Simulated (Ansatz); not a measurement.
# K on Al(111): change of the work function, part 3 of 3

Wanted: Δφ(θ) for K/Al(111), starting from the fcc site.

Ansatz 0.2.0; plane-wave DFT, PBE, Ansatz PAW.

So far, work function, upper face (eV): step 2 (the clean slab) 4.02; step 3 (37 atoms, coverage 0.111 ML, cell 3x3) 1.76.

### 4. The covered slab, k-mesh 6×6×1, coverage 0.25 ML

System of this step: KAl16 (K/Al(111)). The cell holds 17 atoms: 16 Al and 1 K. Its edges and angles: a = 5.728 Å, b = 5.728 Å, c = 27.856 Å, α = 90.0°, β = 90.0°, γ = 60.0°. Vacuum lies along c.

Another coverage, to see how the dipoles act on each other as their distance changes.

The input, input.yaml:

```yaml
crystal:
  lattice:
    - [5.7275649276, 0.0, 0.0]
    - [2.8637824638, 4.9602167292, 0.0]
    - [0.0, 0.0, 27.8563316132]
  atoms:
    - { symbol: Al, position: [0.0, 0.0, 0.3230863319] }
    - { symbol: Al, position: [0.1666666667, 0.1666666667, 0.4070266232] }
    - { symbol: Al, position: [0.3333333333, 0.3333333333, 0.4890794627] }
    - { symbol: Al, position: [0.0, 0.0, 0.5728504545] }
    - { symbol: Al, position: [0.0, 0.5, 0.3230863319] }
    - { symbol: Al, position: [0.1666666667, 0.6666666667, 0.4070266232] }
    - { symbol: Al, position: [0.3333333333, 0.8333333333, 0.4890794627] }
    - { symbol: Al, position: [0.0, 0.5, 0.5728504545] }
    - { symbol: Al, position: [0.5, 0.0, 0.3230863319] }
    - { symbol: Al, position: [0.6666666667, 0.1666666667, 0.4070266232] }
    - { symbol: Al, position: [0.8333333333, 0.3333333333, 0.4890794627] }
    - { symbol: Al, position: [0.5, 0.0, 0.5728504545] }
    - { symbol: Al, position: [0.5, 0.5, 0.3230863319] }
    - { symbol: Al, position: [0.6666666667, 0.6666666667, 0.4070266232] }
    - { symbol: Al, position: [0.8333333333, 0.8333333333, 0.4890794627] }
    - { symbol: Al, position: [0.5, 0.5, 0.5728504545] }
    - { symbol: K, position: [0.1666666667, 0.1666666667, 0.6769136681] }
kpoints:
  mp_grid: { grid: [6, 6, 1] }
hamiltonian:
  xc: pbe
scf:
  occupations: { method: fermi_dirac, width: 0.1 }
  convergence: { dr2_threshold: 1.0e-08 }
efield:
  axis: 3
  dipole_correction: true
  ramp_position: 0.97
  ramp_width: 0.06
relax:
  f_tol: 0.02
  max_steps: 60
  constraints: [{ sites: [0, 1, 4, 5, 8, 9, 12, 13] }]
output:
  dos: { projected: true, e_range: [-8, 4] }
  write_potential: true
  write_density: true
  volumetric_format: npy
  elf: true
```

The run is started by

```console
$ ansatz run input.yaml --threads 2 --pin off --max-ram 4096MiB --backend cpu --events-out ev --progress --plain --runs-dir out
```

Numbers of over 12 decimals in the logs are rounded to 6 here.

Output:

```text
[...]
Crystal: 17 atoms, lattice volume = 791.397 Å³
Basis set: ecut = 420 eV, 15549 PW (Γ), exchange–correlation on 80×80×384 points (8 copies of the dense FFT grid, shifted against one another)
Bands: 46, of which v1, the nominal top of the filled ones, is band 29 counted from 1 (28 counted from 0)
Symmetry: 6 space group operations
[...]
k-points: 7 of 36 (time reversal used)
[...]
SCF iter   1: F=—  HF=-10135.353069 eV  |F-HF|=—  |Δ(HF+E_count)|=         —  Δρ=1.51e-3  dr2=5.56e-1  ethr=1.77e-3  p=0.274 e·Å  D=6.27e-2 V/Å  ΔV_dip=-1.75 eV  dr2_dipole=1.78e-1  V_vac-E_F(+/−)=2.19/3.93 eV  ⟨swp⟩=20.6  Hψ=2864  notcnv=0  defer=1
[...]
SCF iter   9: F=-10135.332927 eV  HF=-10135.332927 eV  |F-HF|=2.95e-9  |Δ(HF+E_count)|=   2.04e-8  Δρ=3.46e-7  dr2=5.70e-9  ethr=1.75e-11  p=0.333 e·Å  D=7.61e-2 V/Å  ΔV_dip=-2.12 eV  dr2_dipole=2.23e-9  V_vac-E_F(+/−)=1.90/4.02 eV  ⟨swp⟩=15.6  Hψ=2414  notcnv=0
SCF 1 converged in 9 iterations: F = -10135.332927 eV  dr2 = 5.70e-9
[...]
relax step   1: F+E_penalty+E_count = -10135.33292673 eV  Δ(F+E_penalty+E_count) = +0.000e0 eV  max|allowed force component| = 3.217e-1 eV/Å  Δτ_max = 0.0000 Å  (9 SCF iters, accepted)
[...]
SCF iter   7: F=-10135.359077 eV  HF=-10135.359077 eV  |F-HF|=5.15e-9  |Δ(HF+E_count)|=   6.46e-8  Δρ=5.39e-7  dr2=7.81e-9  ethr=1.75e-11  p=0.331 e·Å  D=7.56e-2 V/Å  ΔV_dip=-2.11 eV  dr2_dipole=7.44e-10  V_vac-E_F(+/−)=1.91/4.02 eV  ⟨swp⟩=13.3  Hψ=2340  notcnv=0
SCF 2 converged in 7 iterations: F = -10135.359077 eV  dr2 = 7.81e-9
relax step   2: F+E_penalty+E_count = -10135.35907671 eV  Δ(F+E_penalty+E_count) = -2.615e-2 eV  max|allowed force component| = 1.943e-1 eV/Å  Δτ_max = 0.0717 Å  (7 SCF iters, accepted)
SCF iter   1: F=—  HF=-10135.369827 eV  |F-HF|=—  |Δ(HF+E_count)|=         —  Δρ=4.27e-4  dr2=1.11e-2  ethr=9.89e-5  p=0.331 e·Å  D=7.56e-2 V/Å  ΔV_dip=-2.11 eV  dr2_dipole=1.15e-3  V_vac-E_F(+/−)=1.91/4.02 eV  ⟨swp⟩=3.7  Hψ=928  notcnv=0  defer=2
[...]
SCF iter   8: F=-10135.369493 eV  HF=-10135.369493 eV  |F-HF|=9.80e-10  |Δ(HF+E_count)|=   3.18e-9  Δρ=1.29e-7  dr2=1.11e-9  ethr=1.75e-11  p=0.324 e·Å  D=7.41e-2 V/Å  ΔV_dip=-2.06 eV  dr2_dipole=4.75e-10  V_vac-E_F(+/−)=1.96/4.02 eV  ⟨swp⟩=12.1  Hψ=2240  notcnv=0
SCF 3 converged in 8 iterations: F = -10135.369493 eV  dr2 = 1.11e-9
relax step   3: F+E_penalty+E_count = -10135.36949288 eV  Δ(F+E_penalty+E_count) = -1.042e-2 eV  max|allowed force component| = 4.340e-2 eV/Å  Δτ_max = 0.0761 Å  (8 SCF iters, accepted)
SCF iter   1: F=—  HF=-10135.370141 eV  |F-HF|=—  |Δ(HF+E_count)|=         —  Δρ=1.80e-4  dr2=9.61e-4  ethr=3.44e-5  p=0.324 e·Å  D=7.41e-2 V/Å  ΔV_dip=-2.06 eV  dr2_dipole=5.39e-6  V_vac-E_F(+/−)=1.95/4.02 eV  ⟨swp⟩=3.0  Hψ=761  notcnv=0  defer=2
[...]
SCF iter   7: F=-10135.370254 eV  HF=-10135.370254 eV  |F-HF|=9.66e-9  |Δ(HF+E_count)|=   8.29e-9  Δρ=2.44e-7  dr2=7.07e-9  ethr=1.75e-11  p=0.321 e·Å  D=7.33e-2 V/Å  ΔV_dip=-2.04 eV  dr2_dipole=6.46e-9  V_vac-E_F(+/−)=1.98/4.02 eV  ⟨swp⟩=11.1  Hψ=2200  notcnv=0
SCF 4 converged in 7 iterations: F = -10135.370254 eV  dr2 = 7.07e-9
relax step   4: F+E_penalty+E_count = -10135.37025448 eV  Δ(F+E_penalty+E_count) = -7.616e-4 eV  max|allowed force component| = 5.457e-3 eV/Å  Δτ_max = 0.0342 Å  (7 SCF iters, accepted)
[...]
WARN: The output density's exchange-correlation potential varies sharply where the density is thin. Do not read a vacuum level from v_tot or v_xc, or from such a field of the output density. On a cell that repeats whose density bears no net charge and no dipole along the vacuum's axis use v_es (v_loc + v_h of the components); under efield.dipole_correction with no amplitude use v_es + v_field, which holds any externa [...]
SCF converged after 7 iterations
Free energy (F): -10135.370254 eV
[...]
Internal energy: -10135.113976 eV  (E = F + TS)
E sigma→0 (E₀):  -10135.242115 eV
Entropy (-TS):   -0.256278 eV (-15.075 meV/atom)
Fermi energy:    1.116236 eV
Dipole field:    D = 0.073262 V/Å  (p = 0.320416 e·Å, saw-weighted, corrected)
Work function:   Φ+ = 1.9784 eV   Φ− = 4.0194 eV
[...]
--- Forces (eV/Å), atoms counted from 1 ---
  atom   1  Al     0.00200021     0.00115482     0.00646717
  atom   2  Al     0.00000000     0.00000000     0.02101900
  atom   3  Al    -0.00019634    -0.00011336    -0.00042353
  atom   4  Al     0.00149409     0.00086261     0.00254958
  atom   5  Al     0.00000000    -0.00230965     0.00646717
  atom   6  Al     0.00287359    -0.00165907    -0.01870767
  atom   7  Al    -0.00000000     0.00022672    -0.00042353
  atom   8  Al     0.00000000    -0.00172523     0.00254958
  atom   9  Al    -0.00200021     0.00115482     0.00646717
  atom  10  Al    -0.00000000     0.00331813    -0.01870767
  atom  11  Al     0.00019634    -0.00011336    -0.00042353
  atom  12  Al    -0.00149409     0.00086261     0.00254958
  atom  13  Al    -0.00000000    -0.00000000     0.01496818
  atom  14  Al    -0.00287359    -0.00165907    -0.01870767
  atom  15  Al    -0.00000000     0.00000000    -0.00153802
  atom  16  Al     0.00000000     0.00000000     0.00134360
  atom  17  K      0.00000000     0.00000000    -0.00545676
  max |Σ_I F_I| component: 7.35e-6 eV/Å
--- Band table (eV; the first three rows and the last of 7) ---
  k-point 0: bands = [... 25 lower, -0.8756, -0.8756, 0.1755, 0.9378, 0.9378, 0.9814, 1.1213, 1.1742, ... 13 higher]
  k-point 1: bands = [... 25 lower, -0.0955, -0.0874, 0.3350, 0.3549, 0.3939, 0.9105, 1.2815, 1.5560, ... 13 higher]
  k-point 2: bands = [... 25 lower, 0.0952, 0.6931, 0.8425, 1.3363, 1.3385, 1.6944, 1.7618, 1.9242, ... 13 higher]
  k-point 6: bands = [... 25 lower, 0.4452, 0.4750, 1.4141, 1.9800, 2.0318, 2.0952, 2.7566, 2.8828, ... 13 higher]
--- Relaxed structure (4 steps of the walk, 4 accepted, 0 SCFs on fresh bases) ---
  F+E_penalty+E_count = -10135.37025448 eV   max|allowed force component| = 5.457e-3 eV/Å
  atoms:
[...]
- { symbol: Al, position: [0.166667, 0.166667, 0.407027] }
    - { symbol: Al, position: [0.334314, 0.334314, 0.489362] }
    - { symbol: Al, position: [-0.00116943, -0.00116943, 0.571870] }
    - { symbol: Al, position: [2.7755575615628914e-17, 0.500000, 0.323086] }
    - { symbol: Al, position: [0.166667, 0.666667, 0.407027] }
    - { symbol: Al, position: [0.334314, 0.831371, 0.489362] }
    - { symbol: Al, position: [-0.00116943, 0.502339, 0.571870] }
    - { symbol: Al, position: [0.500000, -1.7959490104491818e-17, 0.323086] }
    - { symbol: Al, position: [0.666667, 0.166667, 0.407027] }
    - { symbol: Al, position: [0.831371, 0.334314, 0.489362] }
    - { symbol: Al, position: [0.502339, -0.00116943, 0.571870] }
    - { symbol: Al, position: [0.5, 0.500000, 0.323086] }
    - { symbol: Al, position: [0.666667, 0.666667, 0.407027] }
    - { symbol: Al, position: [0.833333, 0.833333, 0.488720] }
    - { symbol: Al, position: [0.5, 0.500000, 0.576398] }
    - { symbol: K, position: [0.166667, 0.166667, 0.681849] }
```

It took 51 s on 2 threads of Arm Neoverse V1, shared host; peak memory 0.93 GiB.

Relaxation path:

| step | energy less that of the first step (eV) | largest force component (eV/Å) |
| --- | --- | --- |
| 1 | 0.0000 | 0.3217 |
| 2 | -0.0261 | 0.1943 |
| 3 | -0.0366 | 0.0434 |
| 4 | -0.0373 | 0.0055 |

The run keeps the 6 symmetry operations that it works with, so distortions that break them were not tested.

The atoms that moved most (Å):

| atom | dx | dy | dz | length |
| --- | --- | --- | --- | --- |
| K17 | 0.000 | 0.000 | 0.137 | 0.137 |
| Al16 | 0.000 | 0.000 | 0.099 | 0.099 |
| Al4 | -0.010 | -0.006 | -0.027 | 0.030 |
| Al12 | 0.010 | -0.006 | -0.027 | 0.030 |
| Al8 | 0.000 | 0.012 | -0.027 | 0.030 |
| Al7 | 0.000 | -0.010 | 0.008 | 0.013 |
| Al11 | -0.008 | 0.005 | 0.008 | 0.013 |
| Al3 | 0.008 | 0.005 | 0.008 | 0.013 |

The relaxed structure:

```xyz
17
Lattice="5.7276 0.0000 0.0000 2.8638 4.9602 0.0000 0.0000 0.0000 27.8563" Properties=species:S:1:pos:R:3
Al    0.0000    0.0000    9.0000
Al    1.4319    0.8267   11.3383
Al    2.8722    1.6583   13.6318
Al   -0.0100   -0.0058   15.9302
Al    1.4319    2.4801    9.0000
Al    2.8638    3.3068   11.3383
Al    4.2957    4.1238   13.6318
Al    1.4319    2.4917   15.9302
Al    2.8638    0.0000    9.0000
Al    4.2957    0.8267   11.3383
Al    5.7191    1.6583   13.6318
Al    2.8738   -0.0058   15.9302
Al    4.2957    2.4801    9.0000
Al    5.7276    3.3068   11.3383
Al    7.1595    4.1335   13.6140
Al    4.2957    2.4801   16.0563
K     1.4319    0.8267   18.9938
```

Numbers from this step:

| Item | Value |
| --- | --- |
| energy at zero smearing | -10135.2421 eV |
| work function, upper face | 1.978 eV |
| work function, lower face | 4.019 eV |
| dipole along the normal | 0.3204 e·Å |
| step between the vacuum levels | -2.041 eV |

Running mean over 2.338 Å of the planar mean; the ramp of the sawtooth is left out. Electron's electrostatic potential energy less the Fermi level against z:

| z (Å) | electron's electrostatic potential energy less the Fermi level (eV) |
| --- | --- |
| 3.5 | 4.02 |
| 4.0 | 4.02 |
| 4.5 | 4.02 |
| 5.0 | 4.01 |
| 5.5 | 3.99 |
| 6.0 | 3.93 |
| 6.5 | 3.69 |
| 7.0 | 2.92 |
| 7.5 | 1.00 |
| 8.0 | -1.36 |
| 8.5 | -3.46 |
| 9.0 | -4.40 |
| 9.5 | -4.55 |
| 10.0 | -4.57 |
| 10.5 | -4.59 |
| 11.0 | -4.60 |
| 11.5 | -4.64 |
| 12.0 | -4.76 |
| 12.5 | -4.79 |
| 13.0 | -4.75 |
| 13.5 | -4.64 |
| 14.0 | -4.61 |
| 14.5 | -4.61 |
| 15.0 | -4.59 |
| 15.5 | -4.55 |
| 16.0 | -4.36 |
| 16.5 | -3.44 |
| 17.0 | -1.65 |
| 17.5 | -0.178 |
| 18.0 | 0.316 |
| 18.5 | -0.159 |
| 19.0 | -0.580 |
| 19.5 | -0.639 |
| 20.0 | -0.0863 |
| 20.5 | 0.789 |
| 21.0 | 1.39 |
| 21.5 | 1.66 |
| 22.0 | 1.80 |
| 22.5 | 1.89 |
| 23.0 | 1.93 |
| 23.5 | 1.95 |
| 24.0 | 1.97 |
| 24.5 | 1.97 |

The density of states has structure finer than the step of the table below, so its rows give means over 0.5 eV, whole bins alone (the curve runs from -8 to 1.98 eV). Peaks (eV: height): -4.69: 18.8, -3.82: 14.5, -3.73: 13.3, -2.89: 15.3, -1.50: 15.5, 1.02: 13.3, 1.35: 20.6.

Table of density of states by energy, zero at the Fermi level; means over each step:

energy (eV), density of states (states/eV a cell) and a bar from the least value:
```
     -7.5        4.7 ########
     -7.0        2.9 
     -6.5        4.7 ########
     -6.0        4.3 ######
     -5.5        3.5 ###
     -5.0        6.3 ###############
     -4.5        4.7 ########
     -4.0        5.2 ###########
     -3.5        6.4 ################
     -3.0        6.1 ##############
     -2.5        7.2 ####################
     -2.0        4.9 #########
     -1.5        6.4 ################
     -1.0        6.3 ###############
     -0.5        8.6 ##########################
      0.0        7.6 ######################
      0.5        9.5 ##############################
      1.0        8.1 ########################
      1.5        8.9 ############################
```

Projected DOS per atom over height of the atomic layer and energy from the Fermi level. Layers: Al4 Al4 Al4 Al4 K from below.

Ten even steps from '_' (0.00 states/eV) to '@' (0.98 states/eV), each cell a mean:
```
==::--==--
==========
++====++%%
++====++@@
==----====
++====**==
------==..
==----==__
--::::--__
======++__
--======__
--::::--__
======++__
....::..__
--------__
------==__
::::::::__
::::::::__
::------__
........__
::::::::__
::::::::__
```
Columns: height of the atomic layer (Å) from 9 to 19.0 (not evenly spaced); rows upwards: energy from the Fermi level (eV) from -7.96 to 1.95.

Electrostatic potential energy in the ca plane at fractional y = 0.167, with atoms of Al and K within 0.2 Å of it. With pseudopotentials it is smooth inside the atoms' cores, unlike the true potential.

Values in eV, 8 rows by 16 columns, each cell a mean:
```
 -4   0   0  -2 -11  -2 -10  -2   3   0   1   3   3   4   4   4
 -1  -8 -10  -1  -4   1  -3   1   4   3   3   3   4   4   4   4
  1 -11 -11   0   2   3   2   3   4   4   3   3   4   4   4   4
 -1  -9 -11  -1  -3   1  -3   1   4   3   3   3   4   4   4   4
 -4   0   0  -2 -11  -2 -10  -2   3   0   1   3   3   4   4   4
 -1  -8 -10  -1  -4   1  -3   1  -1 -14  -6   2   3   4   4   4
  1 -11 -11   0   2   3   2   3  -4 -18 -12   1   3   4   4   4
 -1  -9 -11  -1  -3   1  -3   1  -1 -14  -7   2   3   4   4   4
```
Columns run along c (16.0 Å, from fractional 0.34 to 0.92 of the cell; values clipped at the 3rd and 97th percentile), rows up along a (5.7 Å). Atoms in or near the plane, at fractional coordinates: Al at (0.41, 0.17), Al at (0.41, 0.67), K at (0.68, 0.17).

Valence density in the ca plane at fractional y = 0.167, with atoms of Al and K within 0.2 Å of it. It is the smooth field of the valence electrons, not physical close to the nuclei.

Ten steps, logarithmic in the rise over the least value, from '0' (0.0 e/Å³) to '9' (4.2 e/Å³), each cell a mean:
```
33333333333333333333321112321000000000000000
33333333333333333333321100000000000000000000
33333333333333333333321100000000000000000000
33333233333333333333321100000000000000000000
33332223333333223333221100000000000000000000
33332223333333333333221100000000000000000000
33333333333333333333321100000000000000000000
33333333333333333333321100000000000000000000
33333333333333333333321111111000000000000000
33333333333333333333321124543100000000000000
33333333333333333333322257875310000000000000
33332223333333333333322379997410000000000000
33332223333333223333222479998410000000000000
33333233333333333333322368987310000000000000
33333333333333333333322235664200000000000000
```
Columns run along c (16.0 Å, from fractional 0.34 to 0.92 of the cell), rows up along a (5.7 Å). Atoms in or near the plane, at fractional coordinates: Al at (0.41, 0.17), Al at (0.41, 0.67), K at (0.68, 0.17).

ELF in the ca plane at fractional y = 0.167, with atoms of Al and K within 0.2 Å of it. It is the smooth field of the valence electrons, not physical close to the nuclei.

Ten even steps from '0' (0.00) to '9' (0.87), each cell a mean:
```
55556665555567766667763002432000122211000000
55556665555567766667764100000000122210000000
65666556666666555678764210000012232110000000
66662115776665334677753211111223332110000000
56651213776654223577653211112333332110000000
66651104776654334677653211112233332110000000
66664336666665445678754210000122332110000000
65566666666667666678764200000001222210000000
55556665555567776667764100110000122211000000
65566666666667666678762025764100012211000000
66664336666665445678741169998410012221000000
66651104776654334577631399899720012221000000
56751213776653223567630399789720012221000000
66662015766654334677641289999610012221000000
65666556666666555678751048997300012211000000
```
Columns run along c (16.0 Å, from fractional 0.34 to 0.92 of the cell), rows up along a (5.7 Å). Atoms in or near the plane, at fractional coordinates: Al at (0.41, 0.17), Al at (0.41, 0.67), K at (0.68, 0.17).

The relaxation took 4 steps and lowered the energy by 0.037 eV; the largest force on the free atoms ends at 0.0055 eV/Å.

By hand: a sheet of dipoles makes a step −p/(ε₀A) in the electron's potential. With e/ε₀ = 180.95 V·Å, p = 0.3204 e·Å and A = 28.41 Å², that is −180.95 × (0.3204) / 28.41 = -2.041 eV, and the two vacuum levels of the run differ by -2.041 eV.

The covered face has 1.98 eV, -2.04 eV against the clean one; the bare back face has moved by +0.00 eV, a measure of how thin the slab is.

### 5. Work function against coverage

This step: plane-wave DFT, PBE, Ansatz PAW; work function against coverage (Ansatz 0.2.0).

The runs are now put side by side.

Numbers from this step:

* work function of the clean face: 4.021 eV
* largest change of the work function: -2.262 eV

Work function of the covered face against coverage:

| coverage (adsorbates/nm²) | work function of the covered face (eV) |
| --- | --- |
| 0.00 | 4.02 |
| 1.56 | 1.76 |
| 3.52 | 1.98 |

The dipole per adsorbate comes from the change of the cell's dipole. Coverage, by row:

| coverage (1/nm²) | coverage (ML) | work function (eV) | change (eV) | dipole per adsorbate, positive end outwards (debye) | mean height of the added atoms over the highest substrate atom (Å) |
| --- | --- | --- | --- | --- | --- |
| 1.564 | 0.1111 | 1.758 | -2.262 | 3.939 | 2.93 |
| 3.52 | 0.25 | 1.978 | -2.042 | 1.54 | 2.937 |

### 6. Summary of results

- work function of the clean face: 4.02 eV
- work function at 0.11 ML: 1.76 eV
- work function at 0.25 ML: 1.98 eV
- dipole per adsorbate at 0.11 ML, positive end outwards: 3.94 D

K lowers the work function of Al(111) at the lowest coverage, by 2.26 eV: the adsorbate layer has its positive end outwards. The slab has 4 layers, at the tabulated experimental lattice constant, one starting site was run, and quantum-size effects of a slab this thin can reach one or two tenths of an eV.

[Logs are printed without paths, hosts, clocks, repeated set-up lines and the standing remarks that a program may print on its own settings, such as how far it seeks lower states.]

[Hosts, paths, dates, database ids (printed as entryN), source tags and the programs' standing remarks are cut or masked in the printed files.]

[Maps of the electrostatic potential energy from Ansatz leave out the sawtooth potential of an applied field or a dipole correction, so their vacuum need not be flat; planar profiles and work functions include it.]

[The density of states shown here was stored with 400 of the rows of the run's finer table, so its peaks can read low, often by over a quarter, or be missed, and its means over a window can be off by a tenth or more.]
